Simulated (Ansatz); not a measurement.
# A hypothetical structure for FeTe4Pb3

This structure for FeTe4Pb3 is made up. Its elements were placed in a known structure type with a cell scaled to their sizes. What cell does the guess relax to, and how far off was it?

Method: DFT, PBEsol, plane-wave PAW, files of the set soft_1, scalar-relativistic, ferromagnetic start, cell and ions relaxed at zero pressure; PAW set soft_1, in the first sound run; inputs show where later runs differ, in Ansatz 0.2.0.

## Step 1: Set-up

The structure is trigonal, space group R3m (No. 160). Conventional cell: a = 4.321 Å, b = 4.321 Å, c = 42.409 Å, α = 90.00°, β = 90.00°, γ = 120.00°. Pb has 4 Te at 2.66 to 2.69 Å nearest. Pb has 4 Te at 2.64 Å nearest. Pb has 4 Te at 2.63 to 2.66 Å nearest. Nearest to Te lie 1 Fe at 2.65 Å and 3 Pb at 2.66 Å. Te has 3 Fe at 2.63 Å and 1 Pb at 2.69 Å nearest. Nearest to Te lie 4 Pb at 2.64 to 2.66 Å. Farther neighbours and most contacts between anions are not listed.

As a file:

```cif
data_structure
_symmetry_space_group_name_H-M 'R3m:H'
_symmetry_Int_Tables_number 160
_cell_length_a 4.3210
_cell_length_b 4.3210
_cell_length_c 42.4090
_cell_angle_alpha 90.000
_cell_angle_beta 90.000
_cell_angle_gamma 120.000
_cell_volume 685.74
loop_
_atom_site_label
_atom_site_type_symbol
_atom_site_symmetry_multiplicity
_atom_site_Wyckoff_symbol
_atom_site_fract_x
_atom_site_fract_y
_atom_site_fract_z
_atom_site_occupancy
Pb1 Pb 3 a 0.33333 0.66667 0.16683 1
Pb2 Pb 3 a 0.00000 0.00000 0.25063 1
Pb3 Pb 3 a 0.66667 0.33333 0.33283 1
Te1 Te 3 a 0.66667 0.33333 0.02133 1
Te2 Te 3 a 0.33333 0.66667 0.10333 1
Te3 Te 3 a 0.00000 0.00000 0.18833 1
Te4 Te 3 a 0.66667 0.33333 0.27073 1
Fe1 Fe 3 a 0.66667 0.33333 0.08383 1
```

## Step 2: Relaxation of the guess

The guessed cell has no reason to be at equilibrium. It is relaxed with the atoms, within the space group of the guess.

input.yaml

```yaml
crystal:
  lattice:
    - [2.1605, 1.247365257, 14.136333333]
    - [-2.1605, 1.247365257, 14.136333333]
    - [0.0, -2.494730513, 14.136333333]
  atoms:
    - { symbol: Pb, position: [0.499833333, 0.499833333, 0.499833333] }
    - { symbol: Pb, position: [0.749366667, 0.749366667, 0.749366667] }
    - { symbol: Pb, position: [0.0005, 0.0005, 0.0005] }
    - { symbol: Te, position: [0.312, 0.312, 0.312] }
    - { symbol: Te, position: [0.563333333, 0.563333333, 0.563333333] }
    - { symbol: Te, position: [0.811666667, 0.811666667, 0.811666667] }
    - { symbol: Te, position: [0.0626, 0.0626, 0.0626] }
    - { symbol: Fe, position: [0.2495, 0.2495, 0.2495], spin: 3.0 }
magnetization:
  spin_polarized: true
kpoints:
  mp_grid: { grid: [7, 7, 7] }
scf:
  occupations: { method: fermi_dirac, width: 0.05 }
hamiltonian:
  xc: pbesol
  pseudopotentials: { kind: paw, azcp: { folder: soft_1 }, xc_functional: pbe }
relax:
  f_tol: 0.015
  max_steps: 70
  cell: {}
output:
  forces: true
  stress: true
```

Launch:

```
$ ansatz run input.yaml --threads 4 --pin off --max-ram 10240MiB --backend cpu --events-out ev --progress --plain --runs-dir out
```

Numbers of over 12 decimals in the logs are rounded to 6 here.

What it wrote:

```text
basis.fft_grid_basis auto: the FFT boxes are laid along the combinations [[1, 0, -1], [0, 1, -1], [0, 0, 1]] of the cell's own vectors, 4.321, 4.321 and 14.355 Å long. The dense box has 30×30×96 points. Along the cell's own vectors, as sized, it would have 96×96×96, 10.24 times as many. Of the 6 symmetry operations that the crystal satisfies within crystal.symmetry.tolerance (time reversal apart; of a slab, those tha [...]
Engine: ansatz 0.2.0, aarch64-unknown-linux-gnu
Pseudopotentials: kind: paw
Pseudopotential: Pb, paw, valence charge 14, recommended cutoff 420 eV (normal), soft_1/Pb.paw.azcp
Pseudopotential: Te, paw, valence charge 16, recommended cutoff 420 eV (normal), soft_1/Te.paw.azcp
Pseudopotential: Fe, paw, valence charge 16, recommended cutoff 420 eV (normal), soft_1/Fe.paw.azcp
Functional definition: PBEsol
  exchange = pbesol_x
  correlation = pbesol_c
Crystal: 8 atoms, lattice volume = 228.579 Å³
Basis set: ecut = 420 eV, 4475 PW (Γ), FFT grids on a1−a3, a2−a3, a3, exchange–correlation on 60×60×192 points (8 copies of the dense FFT grid, shifted against one another)
Bands: 75, of which v1, the nominal top of the filled ones, is band 61 counted from 1 (60 counted from 0)
Symmetry: 6 space group operations
Space group: R3m (ITA 160), of the structure as read, at distance tolerance 6.1e-5 Å
Magnetic group: BNS 160.65 (UNI 1295), of the structure as read, at distance tolerance 6.1e-5 Å
k-points: 44 of 343 (time reversal used)
Non-local potential: Pb, projectors of the file, l = 0: 2, l = 1: 2, l = 2: 2, l = 3: 1
Non-local potential: Te, projectors of the file, l = 0: 2, l = 1: 2, l = 2: 2, l = 3: 1
Non-local potential: Fe, projectors of the file, l = 0: 3, l = 1: 2, l = 2: 3, l = 3: 1
PAW form: soft (Blöchl's): semilocal exchange-correlation on the pseudo side does not see the compensation charge
PAW frozen core: Pb, regenerated for the run's functional, and the local potential with it (the file was generated under x = pbe(κ = 0.804, μ = 0.219515), c = pbe(β = 0.066725))
PAW frozen core: Te, regenerated for the run's functional, and the local potential with it (the file was generated under x = pbe(κ = 0.804, μ = 0.219515), c = pbe(β = 0.066725))
PAW frozen core: Fe, regenerated for the run's functional, and the local potential with it (the file was generated under x = pbe(κ = 0.804, μ = 0.219515), c = pbe(β = 0.066725))
PAW one-centre angular grid: Pb, 590 points (default); XC on 64 Gauss nodes
PAW one-centre angular grid: Te, 590 points (default); XC on 64 Gauss nodes
PAW one-centre angular grid: Fe, 590 points (default); XC on 64 Gauss nodes
Initial density: superposition of atomic densities (chi_scale 0.1, normalization cell)
Starting moments: Σ|m| = 3 μB on 1 of 8 sites
Initial wavefunctions: pseudopotential atomic-orbital guess
Functional: x = pbesol(κ = 0.804, μ = 0.123457), c = pbesol(β = 0.046)
SCF iter   1: F=—  HF=-67317.809712 eV  |F-HF|=—  |Δ(HF+E_count)|=         —  Δρ=1.52e-2 (↑1.52e-2 ↓1.19e-2)  dr2=4.72e0  dr2_m=5.02e-2  M=3.098 μB ∫|m|=3.223 μB  β_m=0.30  ethr=3.10e-3  ⟨swp⟩=9.1  Hψ=30130  notcnv=0  defer=66
Mixer restart at iter 1: flushing history
preconditioner: auto → Kerker (q_TF=auto, 2.457 Å⁻¹)  [metal: Δε(μ)=0.002 eV  Ē_g=13.378 eV  σ=0.050 eV  W_gap=0.01  n_scr=58 (ndim 8)  ℏωp=21.1 eV  f_vac=0.007  D(μ)=8.18/eV (n_scr^D=58)]
spin=Collinear: Kerker preconditioning applied to the charge; magnetization (m = ρ↑ − ρ↓) channel mixes plain (no charge-response kernel on spin).
SCF iter   2: F=—  HF=-67318.538396 eV  |F-HF|=—  |Δ(HF+E_count)|=   7.29e-1  Δρ=9.37e-3 (↑8.69e-3 ↓9.37e-3)  dr2=3.27e0  dr2_m=1.77e-2  M=3.090 μB ∫|m|=3.223 μB  β_m=0.53  ethr=3.10e-3  ⟨swp⟩=2.1  Hψ=9080  notcnv=0  defer=330
SCF iter   3: F=—  HF=-67318.870594 eV  |F-HF|=—  |Δ(HF+E_count)|=   3.32e-1  Δρ=1.00e-2 (↑5.19e-3 ↓1.00e-2)  dr2=2.89e0  dr2_m=1.85e-2  M=2.978 μB ∫|m|=3.124 μB  β_m=0.54  ethr=2.68e-3  ⟨swp⟩=2.5  Hψ=7776  notcnv=0  defer=341
SCF iter   4: F=—  HF=-67318.527056 eV  |F-HF|=—  |Δ(HF+E_count)|=   3.44e-1  Δρ=5.72e-3 (↑5.72e-3 ↓2.75e-3)  dr2=6.64e-1  dr2_m=1.63e-2  M=2.966 μB ∫|m|=3.111 μB  β_m=0.76  ethr=2.37e-3  ⟨swp⟩=3.1  Hψ=9258  notcnv=0  defer=355
SCF iter   5: F=—  HF=-67318.702175 eV  |F-HF|=—  |Δ(HF+E_count)|=   1.75e-1  Δρ=4.12e-3 (↑1.09e-3 ↓4.12e-3)  dr2=5.95e-2  dr2_m=1.12e-2  M=3.097 μB ∫|m|=3.206 μB  β_m=0.88  ethr=5.44e-4  ⟨swp⟩=2.7  Hψ=9295  notcnv=0  defer=353
SCF iter   6: F=—  HF=-67318.725960 eV  |F-HF|=—  |Δ(HF+E_count)|=         —  Δρ=4.49e-3 (↑1.76e-3 ↓4.49e-3)  dr2=3.61e-2  dr2_m=1.94e-2  M=3.270 μB ∫|m|=3.366 μB  β_m=0.88  ethr=4.88e-5  ⟨swp⟩=2.2  Hψ=8261  notcnv=0  defer=353
Mixer restart at iter 6: flushing history
SCF iter   7: F=—  HF=-67318.735776 eV  |F-HF|=—  |Δ(HF+E_count)|=   9.82e-3  Δρ=2.80e-3 (↑2.80e-3 ↓9.32e-4)  dr2=1.70e-2  dr2_m=2.27e-3  M=3.277 μB ∫|m|=3.372 μB  β_m=0.88  ethr=2.96e-5  ⟨swp⟩=2.3  Hψ=13452  notcnv=0  defer=350
SCF iter   8: F=—  HF=-67318.736172 eV  |F-HF|=—  |Δ(HF+E_count)|=   3.96e-4  Δρ=3.14e-3 (↑1.80e-3 ↓3.14e-3)  dr2=6.11e-2  dr2_m=1.25e-3  M=3.327 μB ∫|m|=3.420 μB  β_m=0.68  ethr=1.39e-5  ⟨swp⟩=2.7  Hψ=13656  notcnv=0  defer=350  recentre
SCF iter   9: F=—  HF=-67318.728806 eV  |F-HF|=—  |Δ(HF+E_count)|=   7.37e-3  Δρ=7.30e-4 (↑1.92e-4 ↓7.30e-4)  dr2=1.18e-3  dr2_m=2.77e-4  M=3.294 μB ∫|m|=3.389 μB  β_m=0.84  ethr=1.39e-5  ⟨swp⟩=2.4  Hψ=13467  notcnv=0  defer=350
SCF iter  10: F=—  HF=-67318.729565 eV  |F-HF|=—  |Δ(HF+E_count)|=   7.59e-4  Δρ=3.68e-4 (↑1.29e-4 ↓3.68e-4)  dr2=1.36e-3  dr2_m=3.62e-5  M=3.280 μB ∫|m|=3.376 μB  β_m=0.92  ethr=9.63e-7  ⟨swp⟩=2.0  Hψ=10322  notcnv=0  defer=350
SCF iter  11: F=—  HF=-67318.729607 eV  |F-HF|=—  |Δ(HF+E_count)|=   4.23e-5  Δρ=2.50e-4 (↑6.73e-5 ↓2.50e-4)  dr2=6.32e-4  dr2_m=2.31e-5  M=3.281 μB ∫|m|=3.376 μB  β_m=0.94  ethr=9.63e-7  ⟨swp⟩=1.3  Hψ=6656  notcnv=0  defer=350
SCF iter  12: F=—  HF=-67318.729604 eV  |F-HF|=—  |Δ(HF+E_count)|=   3.82e-6  Δρ=3.81e-5 (↑3.81e-5 ↓2.52e-5)  dr2=3.22e-5  dr2_m=2.21e-7  M=3.286 μB ∫|m|=3.380 μB  β_m=0.97  ethr=5.18e-7  ⟨swp⟩=2.0  Hψ=7396  notcnv=0  defer=350
SCF iter  13: F=—  HF=-67318.729602 eV  |F-HF|=—  |Δ(HF+E_count)|=   1.72e-6  Δρ=3.46e-5 (↑1.36e-5 ↓3.46e-5)  dr2=8.20e-6  dr2_m=3.06e-7  M=3.285 μB ∫|m|=3.380 μB  β_m=0.98  ethr=2.64e-8  ⟨swp⟩=2.3  Hψ=9517  notcnv=0  defer=350
SCF iter  14: F=—  HF=-67318.729602 eV  |F-HF|=—  |Δ(HF+E_count)|=   4.05e-7  Δρ=1.48e-5 (↑5.13e-6 ↓1.48e-5)  dr2=1.44e-6  dr2_m=7.23e-8  M=3.285 μB ∫|m|=3.380 μB  β_m=0.99  ethr=6.72e-9  ⟨swp⟩=2.4  Hψ=9206  notcnv=0  defer=350
[...]
spin=Collinear: Kerker preconditioning applied to the charge; magnetization (m = ρ↑ − ρ↓) channel mixes plain (no charge-response kernel on spin).
SCF iter   2: F=—  HF=-67326.578571 eV  |F-HF|=—  |Δ(HF+E_count)|=   7.19e-4  Δρ=3.29e-5 (↑3.29e-5 ↓2.85e-5)  dr2=8.45e-7  dr2_m=1.40e-7  M=3.160 μB ∫|m|=3.264 μB  β_m=0.64  ethr=4.24e-9  ⟨swp⟩=2.5  Hψ=11596  notcnv=0
SCF iter   3: F=—  HF=-67326.578719 eV  |F-HF|=—  |Δ(HF+E_count)|=   1.48e-4  Δρ=3.09e-6 (↑3.09e-6 ↓2.68e-6)  dr2=9.25e-8  dr2_m=1.38e-9  M=3.160 μB ∫|m|=3.264 μB  β_m=0.76  ethr=6.92e-10  ⟨swp⟩=2.1  Hψ=9366  notcnv=0
SCF iter   4: F=—  HF=-67326.578720 eV  |F-HF|=—  |Δ(HF+E_count)|=   5.56e-7  Δρ=2.61e-6 (↑2.61e-6 ↓1.93e-6)  dr2=2.65e-8  dr2_m=1.10e-8  M=3.160 μB ∫|m|=3.264 μB  β_m=0.70  ethr=7.58e-11  ⟨swp⟩=2.1  Hψ=12056  notcnv=0
SCF iter   5: F=—  HF=-67326.578720 eV  |F-HF|=—  |Δ(HF+E_count)|=   2.14e-8  Δρ=2.34e-6 (↑8.66e-7 ↓2.34e-6)  dr2=3.67e-8  dr2_m=4.20e-9  M=3.160 μB ∫|m|=3.264 μB  β_m=0.85  ethr=2.17e-11  ⟨swp⟩=2.0  Hψ=12037  notcnv=0
SCF iter   6: F=—  HF=-67326.578720 eV  |F-HF|=—  |Δ(HF+E_count)|=   8.08e-8  Δρ=1.58e-6 (↑1.32e-6 ↓1.58e-6)  dr2=2.35e-8  dr2_m=4.67e-9  M=3.160 μB ∫|m|=3.264 μB  β_m=0.92  ethr=2.17e-11  ⟨swp⟩=2.2  Hψ=12073  notcnv=0
SCF iter   7: F=—  HF=-67326.578720 eV  |F-HF|=—  |Δ(HF+E_count)|=   2.69e-8  Δρ=8.25e-7 (↑2.82e-7 ↓8.25e-7)  dr2=1.04e-8  dr2_m=2.72e-10  M=3.160 μB ∫|m|=3.264 μB  β_m=0.95  ethr=1.93e-11  ⟨swp⟩=2.0  Hψ=8276  notcnv=0
SCF iter   8: F=—  HF=-67326.578720 eV  |F-HF|=—  |Δ(HF+E_count)|=   3.19e-9  Δρ=3.67e-7 (↑2.81e-7 ↓3.67e-7)  dr2=3.48e-9  dr2_m=1.56e-11  M=3.160 μB ∫|m|=3.264 μB  β_m=0.97  ethr=8.56e-12  ⟨swp⟩=2.0  Hψ=8300  notcnv=0
SCF iter   9: F=—  HF=-67326.578732 eV  |F-HF|=—  |Δ(HF+E_count)|=   1.20e-5  Δρ=7.81e-7 (↑3.90e-7 ↓7.81e-7)  dr2=5.05e-9  dr2_m=3.08e-10  M=3.160 μB ∫|m|=3.264 μB  β_m=0.97  ethr=2.85e-12  ⟨swp⟩=3.5  Hψ=14141  notcnv=0
SCF iter  10: F=—  HF=-67326.578732 eV  |F-HF|=—  |Δ(HF+E_count)|=   4.58e-9  Δρ=6.17e-7 (↑3.18e-7 ↓6.17e-7)  dr2=3.32e-9  dr2_m=1.92e-10  M=3.160 μB ∫|m|=3.264 μB  β_m=0.99  ethr=2.85e-12  ⟨swp⟩=2.0  Hψ=8106  notcnv=0
SCF iter  11: F=—  HF=-67326.578732 eV  |F-HF|=—  |Δ(HF+E_count)|=   6.66e-9  Δρ=4.23e-7 (↑2.36e-7 ↓4.23e-7)  dr2=1.80e-9  dr2_m=6.75e-11  M=3.160 μB ∫|m|=3.264 μB  β_m=0.94  ethr=2.72e-12  ⟨swp⟩=2.0  Hψ=8269  notcnv=0
SCF iter  12: F=—  HF=-67326.578732 eV  |F-HF|=—  |Δ(HF+E_count)|=   2.72e-9  Δρ=2.92e-7 (↑2.01e-7 ↓2.92e-7)  dr2=1.00e-9  dr2_m=2.00e-11  M=3.160 μB ∫|m|=3.264 μB  β_m=0.97  ethr=1.47e-12  ⟨swp⟩=2.0  Hψ=8137  notcnv=0
SCF iter  13: F=—  HF=-67326.578732 eV  |F-HF|=—  |Δ(HF+E_count)|=  3.78e-10  Δρ=1.99e-7 (↑1.18e-7 ↓1.99e-7)  dr2=5.02e-10  dr2_m=1.55e-11  M=3.160 μB ∫|m|=3.264 μB  β_m=0.99  ethr=1.00e-12  ⟨swp⟩=1.7  Hψ=7097  notcnv=0
SCF iter  14: F=—  HF=-67326.578732 eV  |F-HF|=—  |Δ(HF+E_count)|=  1.75e-10  Δρ=1.43e-7 (↑7.72e-8 ↓1.43e-7)  dr2=2.46e-10  dr2_m=8.76e-12  M=3.160 μB ∫|m|=3.264 μB  β_m=0.79  ethr=1.00e-12  ⟨swp⟩=1.1  Hψ=6612  notcnv=0
SCF iter  15: F=—  HF=-67326.578732 eV  |F-HF|=—  |Δ(HF+E_count)|=  4.22e-10  Δρ=7.59e-8 (↑4.18e-8 ↓7.59e-8)  dr2=1.06e-10  dr2_m=2.67e-12  M=3.160 μB ∫|m|=3.264 μB  β_m=0.74  ethr=1.00e-12  ⟨swp⟩=1.6  Hψ=7174  notcnv=0
SCF iter  16: F=—  HF=-67326.578732 eV  |F-HF|=—  |Δ(HF+E_count)|=  1.46e-10  Δρ=9.72e-8 (↑5.04e-8 ↓9.72e-8)  dr2=1.28e-10  dr2_m=1.97e-12  M=3.160 μB ∫|m|=3.264 μB  β_m=0.74  ethr=1.00e-12  ⟨swp⟩=1.5  Hψ=6959  notcnv=0
SCF iter  17: F=-67326.578732 eV  HF=-67326.578732 eV  |F-HF|=8.73e-11  |Δ(HF+E_count)|=  1.46e-11  Δρ=1.03e-7 (↑1.80e-8 ↓1.03e-7)  dr2=6.82e-11  dr2_m=5.71e-12  M=3.160 μB ∫|m|=3.264 μB  ethr=1.00e-12  ⟨swp⟩=3.0  Hψ=20191  notcnv=0
SCF 19 converged in 17 iterations: F = -67326.578732 eV  dr2 = 6.82e-11
relax step  19: F+E_penalty+E_count = -67326.57873181 eV  Δ(F+E_penalty+E_count) = -1.094e-3 eV  max|allowed force component| = 8.090e-3 eV/Å  Δτ_max = 0.0000 Å  P = -0.006 GPa  Ω = 300.140 Å³  stress off target by 7.14e-3 GPa  SCF on the basis re-selected at this cell (its energy is not comparable with the rows above)  (17 SCF iters)
basis re-selected at this cell: Δ(F+E_penalty+E_count) = -1.094e-3 eV, ΔP = -0.002 GPa vs the last step (what re-selecting the basis moved, of the pressure what is left beyond the Pulay correction that the steps carried, after the strain that the cell walked since its last selection, with what the two solves' SCF thresholds leave and, on support functions, any second-order correction that the steps lacked; it is no measure of the basis error at this ecutwfc). The dense FFT grid was sized anew with the basis: this SCF ran on 30×30×125 points, the steps before it on 30×30×120, so part of this shift can come from that change (see relax.cell in the input reference). [rest of the remark cut]
SCF converged after 17 iterations
Magnetization: 3.1602 μB (62.5801 up, 59.4199 down)
Absolute magnetization: 3.2635 μB (∫|ρ↑−ρ↓|, with the PAW one-centre terms)
Spin contamination: 0.1369 ħ² per cell (⟨S²⟩ above its minimum at these occupations)
Per-site moments (μB) at R_I (Å): [(0.00467863, 1.242832), (-0.000317526, 1.242349), (0.032396, 1.244802), (-0.00213093, 1.051619), (0.042536, 1.051331), (0.00833365, 1.242832), (-0.004617, 1.242349), (2.693697, 1.051331)]
Free energy (F): -67326.578732 eV
Harris-Foulkes:  -67326.578732 eV  (|F-HF|=8.73e-11)
Internal energy: -67326.529976 eV  (E = F + TS)
E sigma→0 (E₀):  -67326.554354 eV
Entropy (-TS):   -0.048756 eV (-6.094 meV/atom)
Fermi energy:    7.175362 eV
--- Per-component energies (eV) ---
  E_band       = -1812.028442
  E_kinetic    = 1896.614661
  E_local      = -17313.398338  (includes V_loc(G=0)·N_el)
  E_nonlocal   = 1494.042523
  E_hartree    = 7897.945907
  E_xc         = -1204.884549
  E_vxc        = -958.501228  (∫ρ·V_xc dr)
  E_paw        = -50457.336877  (= ΣΔE_a)
  E_vpaw       = -2726.677746  (= ΣTr[D̂ρ^β])
  E_aug_tail   = -0.000679  (compensation charges beyond the density's cutoff)
  E_ewald      = -9641.377582
  E_core_change = 1.864957  (= ΣΔE_core)
  E_smearing   = -0.048756  (= −TS)
  E_closure    = 0.000000  (closes the sum)
  Σ components = -67326.578732   (vs F -67326.578732, Δ=0.00e0)
--- Forces (eV/Å), atoms counted from 1 ---
  atom   1  Pb     0.00000000     0.00000000     0.00000753
  atom   2  Pb     0.00000000     0.00000000     0.00353115
  atom   3  Pb     0.00000000     0.00000000     0.00128995
  atom   4  Te    -0.00000000     0.00000000     0.00518849
  atom   5  Te     0.00000000     0.00000000     0.00322128
  atom   6  Te    -0.00000000    -0.00000000    -0.00139468
  atom   7  Te    -0.00000000    -0.00000000    -0.00808971
  atom   8  Fe    -0.00000000    -0.00000000    -0.00375357
  max |Σ_I F_I| component: 4.42e-7 eV/Å
--- Stress (GPa, compression-positive) ---
       -0.007140       0.000000       0.000000
        0.000000      -0.007140       0.000000
        0.000000       0.000000      -0.004677
  P = ⅓ Tr σ = -0.0063 GPa (-0.063 kbar)
--- Relaxed structure (17 steps of the walk, 17 accepted, 2 SCFs on fresh bases) ---
  F+E_penalty+E_count = -67326.57873181 eV   max|allowed force component| = 8.090e-3 eV/Å   (the final SCF, on the basis selected at the relaxed cell)
  cell:  # Å, volume = 300.1400 Å³
    - [2.163829, 1.249287, 18.504929]
    - [-2.163829, 1.249287, 18.504929]
    - [0, -2.498574, 18.504929]
  atoms:
    - { symbol: Pb, position: [0.512239, 0.512239, 0.512239] }
    - { symbol: Pb, position: [0.752411, 0.752411, 0.752411] }
    - { symbol: Pb, position: [-0.006882, -0.006882, -0.006882] }
    - { symbol: Te, position: [0.295969, 0.295969, 0.295969] }
    - { symbol: Te, position: [0.574321, 0.574321, 0.574321] }
    - { symbol: Te, position: [0.815243, 0.815243, 0.815243] }
    - { symbol: Te, position: [0.055453, 0.055453, 0.055453] }
    - { symbol: Fe, position: [0.250046, 0.250046, 0.250046] }
```

Elapsed: 18 min, on 4 threads of Arm Neoverse V1, shared host; peak memory 1.8 GiB; 72 min of CPU time.

Relaxation path:

```csv
step,energy less that of the first step (eV),largest force component (eV/Å),pressure (GPa),volume (Å³)
1,0.0000,3.6977,24.88,228.58
2,-4.5947,1.7667,11.24,262.55
3,-6.4943,0.6518,4.67,288.75
4,-7.1887,0.4737,1.17,305.16
5,-7.4029,0.4443,-0.97,311.65
6,-7.4760,0.2922,-0.84,307.86
7,-7.5514,0.0450,-0.35,300.27
8,-7.5645,0.0583,-0.24,294.63
9,-7.5663,0.0514,0.04,293.42
10,-7.5666,0.0444,0.02,293.46
11,-7.5670,0.0055,0.00,293.34
12*,-7.7232,0.0527,0.87,293.34
13,-7.7962,0.0754,0.36,296.14
14,-7.8146,0.5833,0.42,294.04
15,-7.8464,0.0871,0.12,298.24
16,-7.8471,0.0655,0.04,299.72
17,-7.8480,0.0322,0.00,299.87
18,-7.8480,0.0083,0.00,300.14
19*,-7.8491,0.0081,-0.01,300.14
```

Relaxation steps marked * repeat the geometry before them on a plane-wave basis chosen anew for their cell, so energy and pressure can jump there.

Forces are held to the 6 operations that the run works with; a distortion that breaks them can't arise in this run.

```csv
cell as run,before,after,change
a (Å),14.355,18.673,+30.1 %
b (Å),14.355,18.673,+30.1 %
c (Å),14.355,18.673,+30.1 %
α (°),17.31,13.31,-23.1 %
β (°),17.31,13.31,-23.1 %
γ (°),17.31,13.31,-23.1 %
volume (Å³/atom),28.57,37.52,+31.3 %
```

The atoms that moved most (Å, as changes of fractional coordinates times the final cell):

```csv
atom,dx,dy,dz,length
Te4,0.000,0.000,-0.890,0.890
Pb1,0.000,0.000,0.689,0.689
Te5,0.000,0.000,0.610,0.610
Pb3,0.000,0.000,-0.410,0.410
Te7,0.000,0.000,-0.397,0.397
Te6,0.000,0.000,0.199,0.199
Pb2,0.000,0.000,0.169,0.169
Fe8,0.000,0.000,0.030,0.030
```

This step gave:

```
free energy             : -67326.5787 eV
energy at zero smearing : -67326.5544 eV
smearing term TS        : 0.04876 eV
Fermi energy            : 7.175 eV
magnetization           : 3.160 μB
absolute magnetization  : 3.263 μB
site moments            : 0.004679, -3.18e-4, 0.03240, -0.002131, 0.04254, 0.008334, -0.004617, 2.694 μB
electrons               : 122
symmetry operations     : 6
pressure                : -0.006319 GPa
```

Site moment by atom:

```csv
atom,site moment (μB)
Pb1,0.00
Pb2,0.00
Pb3,0.03
Te4,0.00
Te5,0.04
Te6,0.01
Te7,0.00
Fe8,2.69
```

The shortest distance of each pair, which need not be the same contact before and after:

```csv
pair,guess (Å),relaxed (Å)
Fe–Te,2.628,2.549
Pb–Te,2.634,3.012
Te–Te,4.280,3.945
Pb–Pb,4.287,4.328
Fe–Fe,4.321,4.328
```

The relaxation ends with a largest force component of 0.0081 eV/Å and a pressure of -0.01 GPa.

[end of part 1 of 2]

[Logs are printed without paths, hosts, clocks, repeated set-up lines and the standing remarks that a program may print on its own settings, such as how far it seeks lower states.]

[Hosts, paths, dates, database ids (printed as entryN), source tags and the programs' standing remarks are cut or masked in the printed files.]
